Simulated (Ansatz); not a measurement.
# Anharmonic phonons and stability of ThTe (Pm-3m), part 2 of 2

Aim: the vibrations and stability of ThTe with thermal and zero-point motion included.

Ansatz 0.2.0; DFT LDA, scalar-relativistic, plane waves, PAW.

So far. Step 3 (The given cell once more, occupations Gaussian …): The static pressure at this volume is -4.0 GPa, so this functional's own equilibrium cell is smaller. Step 4 (The given cell once more, occupations …): The static pressure at this volume is -4.0 GPa, so this functional's own equilibrium cell is smaller.

## 6. Self-consistent phonons

Displacements are drawn from a Gaussian whose width depends on temperature, the forces on them update the Gaussian until it is self-consistent, and the free energy's curvature decides stability.

Input file input.yaml:

```yaml
crystal:
  lattice:
    - [3.838, 0.0, 0.0]
    - [0.0, 3.838, 0.0]
    - [0.0, 0.0, 3.838]
  atoms:
    - { symbol: Th, position: [0.5, 0.5, 0.5] }
    - { symbol: Te, position: [0.0, 0.0, 0.0] }
kpoints:
  mp_grid: { grid: [8, 8, 8] }
hamiltonian:
  xc: lda
scf:
  occupations: { method: methfessel_paxton, width: 0.2 }
output:
  stress: true
  eigenvalues: true
phonons:
  method: fd
  supercell: [2, 2, 2]
  temperatures: { t_max: 400, t_step: 50 }
  qpath:
    path:
      - [[0.0, 0.0, 0.0], [0.0, 0.5, 0.0], [0.5, 0.5, 0.0], [0.0, 0.0, 0.0], [0.5, 0.5, 0.5], [0.0, 0.5, 0.0]]
      - [[0.5, 0.5, 0.0], [0.5, 0.5, 0.5]]
    npoints: 10
  self_consistent:
    temperatures: [0.0, 100.0, 300.0, 800.0]
    max_frames: 128
    max_frequency_error: 2.0
  dielectric: false
  interpolated_qmesh: [11, 11, 11]
```

The run is started by

```sh
ansatz run input.yaml --threads 18 --pin off --max-ram 92160MiB --backend cuda --events-out ev --progress --plain --runs-dir out --max-vram 78GiB
```

Numbers of over 12 decimals in the logs are rounded to 6 here.

The log of the run:

```text
[...]
Crystal: 16 atoms, lattice volume = 452.277 Å³
Basis set: ecut = 420 eV, 8829 PW (Γ)
Bands: 144, of which v1, the nominal top of the filled ones, is band 112 counted from 1 (111 counted from 0)
Symmetry: 384 space group operations
k-points: 10 of 64
[...]
SCF iter   1: F=—  HF=-157614.780756 eV  |F-HF|=—  |Δ(HF+E_count)|=         —  Δρ=3.11e-8  dr2=3.67e-12  ethr=1.00e-12  ⟨swp⟩=3.0  Hψ=3771  notcnv=0
[...]
SCF iter   2: F=-157614.780756 eV  HF=-157614.780756 eV  |F-HF|=0.00e0  |Δ(HF+E_count)|=    0.00e0  S|Δr|=    0.00e0  Δρ=2.05e-8  dr2=1.69e-12  ethr=1.00e-12  ⟨swp⟩=2.9  Hψ=2896  notcnv=0
SCF 1 converged in 2 iterations: F = -157614.780756 eV  dr2 = 1.69e-12
[...]
phonons: the bands overlap, so this run is a metal and interpolates without the dipole-dipole term. If the crystal is really an insulator or semiconductor, its LO-TO splitting is missing
concurrent solve slots: 5 of 6 are kept, ahead of what memory takes: no pass of the eigensolver takes more rounds on 5
[...]
Symmetry: 6 space group operations
k-points: 13 of 64 (time reversal used)
[...]
iter 1 solved again at ethr=4.21e-9 eV; its pass at ethr=3.10e-3 eV (dr2=9.44e-6 eV) is discarded
[...]
SCF iter   7: F=-157614.780739 eV  HF=-157614.780739 eV  |F-HF|=0.00e0  |Δ(HF+E_count)|=  2.91e-11  S|Δr|=    0.00e0  Δρ=1.34e-8  dr2=1.97e-12  ethr=1.00e-12  ⟨swp⟩=7.9  Hψ=8605  notcnv=0
SCF 2 converged in 7 iterations: F = -157614.780739 eV  dr2 = 1.97e-12
[...]
SCF iter   2: F=—  HF=-157614.780329 eV  |F-HF|=—  |Δ(HF+E_count)|=   1.91e-5  S|Δr|=    0.00e0  Δρ=3.93e-5  dr2=2.87e-5  ethr=3.06e-8  ⟨swp⟩=1.2  Hψ=1850  notcnv=0  defer=18
[...]
SCF iter   8: F=-157614.780735 eV  HF=-157614.780735 eV  |F-HF|=0.00e0  |Δ(HF+E_count)|=    0.00e0  S|Δr|=    0.00e0  Δρ=1.22e-8  dr2=1.16e-12  ethr=1.00e-12  ⟨swp⟩=7.9  Hψ=8073  notcnv=0
SCF 3 converged in 8 iterations: F = -157614.780735 eV  dr2 = 1.16e-12
[...]
112.99      115.94 ±  0.08      114.16 ±  0.08
           112.99      115.94 ±  0.08      114.16 ±  0.08
           112.99      115.94 ±  0.08      114.16 ±  0.08
      q 0.0000 0.0000 0.5000, and 2 like it
            72.14       73.02 ±  0.04       71.11 ±  0.05
            72.14       73.02 ±  0.04       71.11 ±  0.05
            99.92      101.42 ±  0.07       99.27 ±  0.08
            99.92      101.42 ±  0.07       99.27 ±  0.08
           109.39      110.03 ±  0.36      109.16 ±  0.36
           120.75      122.66 ±  0.09      120.85 ±  0.10
      q 0.0000 0.5000 0.5000, and 2 like it
            81.69       82.17 ±  0.06       80.77 ±  0.06
            83.08       82.94 ±  0.05       82.91 ±  0.04
            83.08       82.94 ±  0.05       82.91 ±  0.04
            97.35       98.66 ±  0.09       97.16 ±  0.10
           119.56      122.64 ±  0.08      121.15 ±  0.09
           119.56      122.64 ±  0.08      121.15 ±  0.09
      q 0.5000 0.5000 0.5000
           100.51      101.42 ±  0.24      100.24 ±  0.24
           100.51      101.42 ±  0.24      100.24 ±  0.24
           100.51      101.42 ±  0.24      100.24 ±  0.24
           122.90      124.08 ±  0.12      122.26 ±  0.13
           122.90      124.08 ±  0.12      122.26 ±  0.13
           122.90      124.08 ±  0.12      122.26 ±  0.13
  at 800 K
    the largest error of a frequency is 0.22 times what was asked for; the fitted model misses 1.4 % of the forces, every mode counted alike and far frames for less, of frames that it was not fitted to; the frames count as 15.7 of this Gaussian
    softest of the free energy's second derivatives: 69.75 ± 0.17 cm⁻¹ at q 0.0000 0.0000 0.5000; ahead of this temperature's last population 69.83
    the crystal stands in this phase at this temperature, as far as these wave vectors tell
    the ions' mean positions are those at rest
    free energy -19702.580057 ± 0.000189 eV a cell, of which vibrations -0.732462; entropy 137.638 ± 0.036 J/(mol·K) of cells
      by the harmonic crystal on the mesh of its thermodynamic functions, with what the supercell's own 45 modes hold beyond it; by those alone vibrations -0.665929, entropy 126.515
      a free energy on a mesh is no bound; the supercell's own free energy is the best Gaussian's, an upper bound on the crystal's: what lies beyond it on the fitted surface stands below, to be added
    pressure -1.6903 ± 0.0275 GPa; at rest -3.8900, so that the ions' motion makes +2.1997
      stress (GPa, positive in compression): xx -1.6903 ± 0.0275, yy -1.6903 ± 0.0275, zz -1.6903 ± 0.0275, yz 0.0000 ± 0.0000, xz 0.0000 ± 0.0000, xy 0.0000 ± 0.0000
      by the supercell's own 45 modes alone, which lack the rigid motions: in the warmth about 1/16 of what the motion makes, which no ± holds; not to be laid beside figures on a mesh
    beyond the Gaussian, in the hollow that it stands in and those that the ions reach from there, by exact statistics on the surface that is fitted to the frames (rings of 2 beads):
      free energy -0.004913 ± 0.000208 eV a cell
      leaving out a pair of frames, or group of many, changes the fitted energy by up to 0.03 k_B T, T the rings' temperature (one standard deviation); of these ± those of the frequencies lack the bias that few frames leave, and those of the mean squares the mean places' part of it
      pressure +0.0708 ± 0.0207 GPa; with it, by the rings' own mean, -1.6192 ± 0.0281, so that the ions' motion makes +2.2708: by the supercell's own 45 modes alone, as the Gaussian's
      mean square displacement, over the three axes, of site 0 from 0, Th, the most changed: 0.03131 ± 0.00019 Å², of which +0.00261 beyond the Gaussian's
      softest frequency by how far the rings' centres move (above zero always: no sign of whether the crystal stands): 69.47 ± 0.19 cm⁻¹ at q 0.0000 0.5000 0.0000
    frequencies (cm⁻¹; below zero: imaginary; ±: error) of the harmonic crystal, of the Gaussian, of the free energy's second derivatives, each in its own ascending order
      q 0.0000 0.0000 0.0000
           112.99      119.88 ±  0.14      115.43 ±  0.18
           112.99      119.88 ±  0.14      115.43 ±  0.18
           112.99      119.88 ±  0.14      115.43 ±  0.18
      q 0.0000 0.0000 0.5000, and 2 like it
            72.14       74.45 ±  0.12       69.75 ±  0.17
            72.14       74.45 ±  0.12       69.75 ±  0.17
            99.92      103.66 ±  0.13       98.34 ±  0.17
            99.92      103.66 ±  0.13       98.34 ±  0.17
           109.39      111.02 ±  0.21      108.84 ±  0.23
           120.75      125.20 ±  0.12      120.75 ±  0.17
      q 0.0000 0.5000 0.5000, and 2 like it
            81.69       82.69 ±  0.14       79.49 ±  0.24
            83.08       82.69 ±  0.14       82.62 ±  0.13
            83.08       82.99 ±  0.20       82.62 ±  0.13
            97.35      100.82 ±  0.44       96.99 ±  0.50
           119.56      127.39 ±  0.09      123.63 ±  0.12
           119.56      127.39 ±  0.09      123.63 ±  0.12
      q 0.5000 0.5000 0.5000
           100.51      103.18 ±  0.41      100.25 ±  0.45
           100.51      103.18 ±  0.41      100.25 ±  0.45
           100.51      103.18 ±  0.41      100.25 ±  0.45
           122.90      125.97 ±  0.47      121.39 ±  0.54
           122.90      125.97 ±  0.47      121.39 ±  0.54
           122.90      125.97 ±  0.47      121.39 ±  0.54
```

The job ended after 2.6 min (1 × NVIDIA GB200 with 18 threads of Arm Neoverse V2, shared host; peak memory 1.7 GiB).

This step gave:

```
point group                     : m-3m
frames solved                   : 40
pressure of the lattice at rest : -3.890 GPa
```

0 K; each column in its own order of rank; one wavevector of each set of like ones; translations left out; no LO-TO term. Modes at 0K, by row:

```csv
q1,q2,q3,rank,harmonic (cm⁻¹),gaussian (cm⁻¹),gaussian error (cm⁻¹),hessian (cm⁻¹),hessian error (cm⁻¹),path integral (cm⁻¹),path integral error (cm⁻¹)
0,0,0,1,113,113.7,0,113.5,0,113.5,0.2
0,0,0,2,113,113.7,0,113.5,0,113.5,0.2
0,0,0,3,113,113.7,0,113.5,0,113.5,0.2
0,0,0.5,1,72.1,72.4,0,72.1,0,72.1,0.1
0,0,0.5,2,72.1,72.4,0,72.1,0,72.1,0.1
0,0,0.5,3,99.9,100.3,0,100.1,0,100.1,0.1
0,0,0.5,4,99.9,100.3,0,100.1,0,100.1,0.1
0,0,0.5,5,109.4,109.6,0,109.5,0,109.4,0
0,0,0.5,6,120.7,121.2,0,121,0,121,0.1
0,0.5,0.5,1,81.7,81.8,0,81.7,0,81.6,0.1
0,0.5,0.5,2,83.1,83,0,83,0,83,0
0,0.5,0.5,3,83.1,83,0,83,0,83,0
0,0.5,0.5,4,97.4,97.7,0,97.6,0,97.5,0.1
0,0.5,0.5,5,119.6,120.3,0,120.2,0,120.1,0.2
0,0.5,0.5,6,119.6,120.3,0,120.2,0,120.1,0.2
0.5,0.5,0.5,1,100.5,100.6,0,100.5,0,100.5,0.1
0.5,0.5,0.5,2,100.5,100.6,0,100.5,0,100.5,0.1
0.5,0.5,0.5,3,100.5,100.6,0,100.5,0,100.5,0.1
0.5,0.5,0.5,4,122.9,123.2,0,123,0,123,0.1
0.5,0.5,0.5,5,122.9,123.2,0,123,0,123,0.1
0.5,0.5,0.5,6,122.9,123.2,0,123,0,123,0.1
```

100 K; each column in its own order of rank; one wavevector of each set of like ones; translations left out; no LO-TO term. Modes at 100K, by row:

```csv
q1,q2,q3,rank,harmonic (cm⁻¹),gaussian (cm⁻¹),gaussian error (cm⁻¹),hessian (cm⁻¹),hessian error (cm⁻¹),path integral (cm⁻¹),path integral error (cm⁻¹)
0,0,0,1,113,114.1,0.1,113.5,0.1,113.5,0.1
0,0,0,2,113,114.1,0.1,113.5,0.1,113.5,0.1
0,0,0,3,113,114.1,0.1,113.5,0.1,113.5,0.1
0,0,0.5,1,72.1,72.5,0,71.8,0,71.8,0.1
0,0,0.5,2,72.1,72.5,0,71.8,0,71.8,0.1
0,0,0.5,3,99.9,100.5,0,99.8,0,99.8,0.1
0,0,0.5,4,99.9,100.5,0,99.8,0,99.8,0.1
0,0,0.5,5,109.4,109.6,0.2,109.3,0.2,109.3,0.2
0,0,0.5,6,120.7,121.4,0.1,120.8,0.1,120.9,0.1
0,0.5,0.5,1,81.7,81.9,0.1,81.4,0.1,81.4,0.1
0,0.5,0.5,2,83.1,83,0,83,0,83,0
0,0.5,0.5,3,83.1,83,0,83,0,83,0
0,0.5,0.5,4,97.4,97.9,0.1,97.4,0.1,97.4,0.1
0,0.5,0.5,5,119.6,120.7,0,120.2,0,120.2,0.1
0,0.5,0.5,6,119.6,120.7,0,120.2,0,120.2,0.1
0.5,0.5,0.5,1,100.5,100.7,0.2,100.3,0.2,100.3,0.2
0.5,0.5,0.5,2,100.5,100.7,0.2,100.3,0.2,100.3,0.2
0.5,0.5,0.5,3,100.5,100.7,0.2,100.3,0.2,100.3,0.2
0.5,0.5,0.5,4,122.9,123.3,0,122.7,0,122.7,0.1
0.5,0.5,0.5,5,122.9,123.3,0,122.7,0,122.7,0.1
0.5,0.5,0.5,6,122.9,123.3,0,122.7,0,122.7,0.1
```

300 K; each column in its own order of rank; one wavevector of each set of like ones; translations left out; no LO-TO term. Modes at 300K, by row:

```csv
q1,q2,q3,rank,harmonic (cm⁻¹),gaussian (cm⁻¹),gaussian error (cm⁻¹),hessian (cm⁻¹),hessian error (cm⁻¹),path integral (cm⁻¹),path integral error (cm⁻¹)
0,0,0,1,113,115.9,0.1,114.2,0.1,114,0.2
0,0,0,2,113,115.9,0.1,114.2,0.1,114,0.2
0,0,0,3,113,115.9,0.1,114.2,0.1,114,0.2
0,0,0.5,1,72.1,73,0,71.1,0,71,0.1
0,0,0.5,2,72.1,73,0,71.1,0,71,0.1
0,0,0.5,3,99.9,101.4,0.1,99.3,0.1,99.2,0.2
0,0,0.5,4,99.9,101.4,0.1,99.3,0.1,99.2,0.2
0,0,0.5,5,109.4,110,0.4,109.2,0.4,109,0.3
0,0,0.5,6,120.7,122.7,0.1,120.9,0.1,120.5,0.2
0,0.5,0.5,1,81.7,82.2,0.1,80.8,0.1,80.5,0.2
0,0.5,0.5,2,83.1,82.9,0,82.9,0,82.9,0
0,0.5,0.5,3,83.1,82.9,0,82.9,0,82.9,0
0,0.5,0.5,4,97.4,98.7,0.1,97.2,0.1,97.1,0.2
0,0.5,0.5,5,119.6,122.6,0.1,121.1,0.1,120.8,0.2
0,0.5,0.5,6,119.6,122.6,0.1,121.1,0.1,120.8,0.2
0.5,0.5,0.5,1,100.5,101.4,0.2,100.2,0.2,100,0.3
0.5,0.5,0.5,2,100.5,101.4,0.2,100.2,0.2,100,0.3
0.5,0.5,0.5,3,100.5,101.4,0.2,100.2,0.2,100,0.3
0.5,0.5,0.5,4,122.9,124.1,0.1,122.3,0.1,122,0.2
0.5,0.5,0.5,5,122.9,124.1,0.1,122.3,0.1,122,0.2
0.5,0.5,0.5,6,122.9,124.1,0.1,122.3,0.1,122,0.2
```

800 K; each column in its own order of rank; one wavevector of each set of like ones; translations left out; no LO-TO term. Modes at 800K, by row:

```csv
q1,q2,q3,rank,harmonic (cm⁻¹),gaussian (cm⁻¹),gaussian error (cm⁻¹),hessian (cm⁻¹),hessian error (cm⁻¹),path integral (cm⁻¹),path integral error (cm⁻¹)
0,0,0,1,113,119.9,0.1,115.4,0.2,115.2,0.3
0,0,0,2,113,119.9,0.1,115.4,0.2,115.2,0.3
0,0,0,3,113,119.9,0.1,115.4,0.2,115.2,0.3
0,0,0.5,1,72.1,74.4,0.1,69.8,0.2,69.5,0.2
0,0,0.5,2,72.1,74.4,0.1,69.8,0.2,69.5,0.2
0,0,0.5,3,99.9,103.7,0.1,98.3,0.2,98.2,0.3
0,0,0.5,4,99.9,103.7,0.1,98.3,0.2,98.2,0.3
0,0,0.5,5,109.4,111,0.2,108.8,0.2,108.7,0.2
0,0,0.5,6,120.7,125.2,0.1,120.7,0.2,120.6,0.3
0,0.5,0.5,1,81.7,82.7,0.1,79.5,0.2,79.2,0.2
0,0.5,0.5,2,83.1,82.7,0.1,82.6,0.1,82.5,0.1
0,0.5,0.5,3,83.1,83,0.2,82.6,0.1,82.5,0.1
0,0.5,0.5,4,97.4,100.8,0.4,97,0.5,96.7,0.5
0,0.5,0.5,5,119.6,127.4,0.1,123.6,0.1,123.6,0.2
0,0.5,0.5,6,119.6,127.4,0.1,123.6,0.1,123.6,0.2
0.5,0.5,0.5,1,100.5,103.2,0.4,100.2,0.5,100.2,0.5
0.5,0.5,0.5,2,100.5,103.2,0.4,100.2,0.5,100.2,0.5
0.5,0.5,0.5,3,100.5,103.2,0.4,100.2,0.5,100.2,0.5
0.5,0.5,0.5,4,122.9,126,0.5,121.4,0.5,120.7,0.5
0.5,0.5,0.5,5,122.9,126,0.5,121.4,0.5,120.7,0.5
0.5,0.5,0.5,6,122.9,126,0.5,121.4,0.5,120.7,0.5
```

By temperature, by row:

```csv
T (K),verdict,pressure (GPa),error (GPa),vibrational free energy (eV/cell),entropy (J/mol-cell/K),free energy beyond the Gaussian (eV/cell),"mean-square displacement of the first Th, sum over three axes, rings (Å²)",rings doubtful
0,stable,-3.68,0.0035,0.03566,0,-1.29e-5,0.002289,false
100,stable,-3.551,0.0051,0.0194,39.05,-9.58e-5,0.004202,false
300,stable,-3.023,0.0071,-0.1228,90,-7.11e-4,0.01151,false
800,stable,-1.69,0.028,-0.7325,137.6,-0.00491,0.03131,false
```

The lowest frequency on the supercell's wavevectors (translations apart) by temperature:

```csv
temperature (K),harmonic (cm⁻¹),gaussian (cm⁻¹),hessian (cm⁻¹),path integral (cm⁻¹)
0,72.1,72.4,72.1,72.1
100,72.1,72.5,71.8,71.8
300,72.1,73.0,71.1,71.0
800,72.1,74.5,69.8,69.5
```

Free-energy Hessian at 800 K, interpolated by phonopy, no LO-TO term. Phonon branches along the path, in cm⁻¹:

```csv
point,branch 1,branch 2,branch 3,branch 4,branch 5,branch 6
Γ,0,0,0,115,115,115
halfway,44,44,72,109,109,121
X,70,70,98,98,109,121
halfway,75,78,90,98,117,121
M,80,83,83,97,124,124
halfway,59,64,86,105,108,122
Γ,0,0,0,115,115,115
halfway,74,74,87,108,117,117
R,100,100,100,121,121,121
halfway,81,88,90,108,117,121
X,70,70,98,98,109,121
jump to M,80,83,83,97,124,124
halfway,90,91,91,110,123,123
R,100,100,100,121,121,121
```

The phonon branches as a text plot (rows in cm⁻¹):

```
    121 |  ********************            **********************
    116 |**        **     *    **************    *  **        **
    111 |  **   ***        *  **     *            **  ****   *
    106 |    * *            **        ****          **      *
    101 |     *****       **                 ****     **** *    *
     96 |     *  *********                 ***   *      * *   **
     90 |           *     **              ***     ******    **
     85 |    *       ** **  **          ***       ***     ***
     80 |           *******           **            **    *
     75 |         ***     **            **           ***
     70 |   *  ****        *  *                         **
     65 |                   **
     59 |     *             **       ***
     54 |  * *                *
     49 |                      *
     44 |   *                 *      *
     39 | *                    *
     34 |  *                   *
     28 |                          **
     23 | *                     ** **
     18 |*                      **
     13 |*
      8 |
      3 |                         *
         Γ      X      M          Γ            R        X|M     R
```

On this path the spectrum ends at 124 cm⁻¹ (between M and Γ). No branch goes imaginary on this path.

## 7. Results

* 0 K: stable; softest mode 72.1 cm⁻¹ (harmonic 72.1); pressure -3.68 GPa
* 100 K: stable; softest mode 71.8 cm⁻¹ (harmonic 72.1); pressure -3.55 GPa
* 300 K: stable; softest mode 71.1 cm⁻¹ (harmonic 72.1); pressure -3.02 GPa
* 800 K: stable; softest mode 69.8 cm⁻¹ (harmonic 72.1); pressure -1.69 GPa

**Reading.** At fixed cell ThTe is judged stable at 0 K, stable at 100 K, stable at 300 K and stable at 800 K. The crystal is harmonically stable on these wavevectors; at fixed cell its lowest frequency is 72.1 cm⁻¹ in the harmonic picture and 69.8 cm⁻¹ from the free energy at 800 K. The free-energy curvature lies below the Gaussian's frequency because the cubic (bubble) term lowers it; of these two only the curvature can turn negative. At 800 K the largest relative shift among harmonically stable modes above 20 cm⁻¹ that exceeds three times its error is at q = (0, 0.5, 0.5): 120 cm⁻¹ becomes 124 ± 0.1 cm⁻¹, matching modes by rank. The pressure column includes -3.9 GPa of the lattice at rest on the supercell's coarser k-mesh; in the Gaussian the ions' motion adds +2.20 GPa at 800 K, from the supercell's own modes alone. The path-integral figures under 0 K were sampled at 3.2 K. The cell is held fixed, the 16-atom supercell samples only its own wavevectors, and linewidths are not included; the verdicts are statistical. The PAW files were made for PBE and are used here under another functional, for which the program regenerates the frozen cores. The series or run stands on the volume of the database entry, not on this functional's own equilibrium cell.

[Logs are printed without paths, hosts, clocks, repeated set-up lines and the standing remarks that a program may print on its own settings, such as how far it seeks lower states.]

[Hosts, paths, dates, database ids (printed as entryN), source tags and the programs' standing remarks are cut or masked in the printed files.]

[A step with changed settings may run another functional than the one named; its input shows which.]
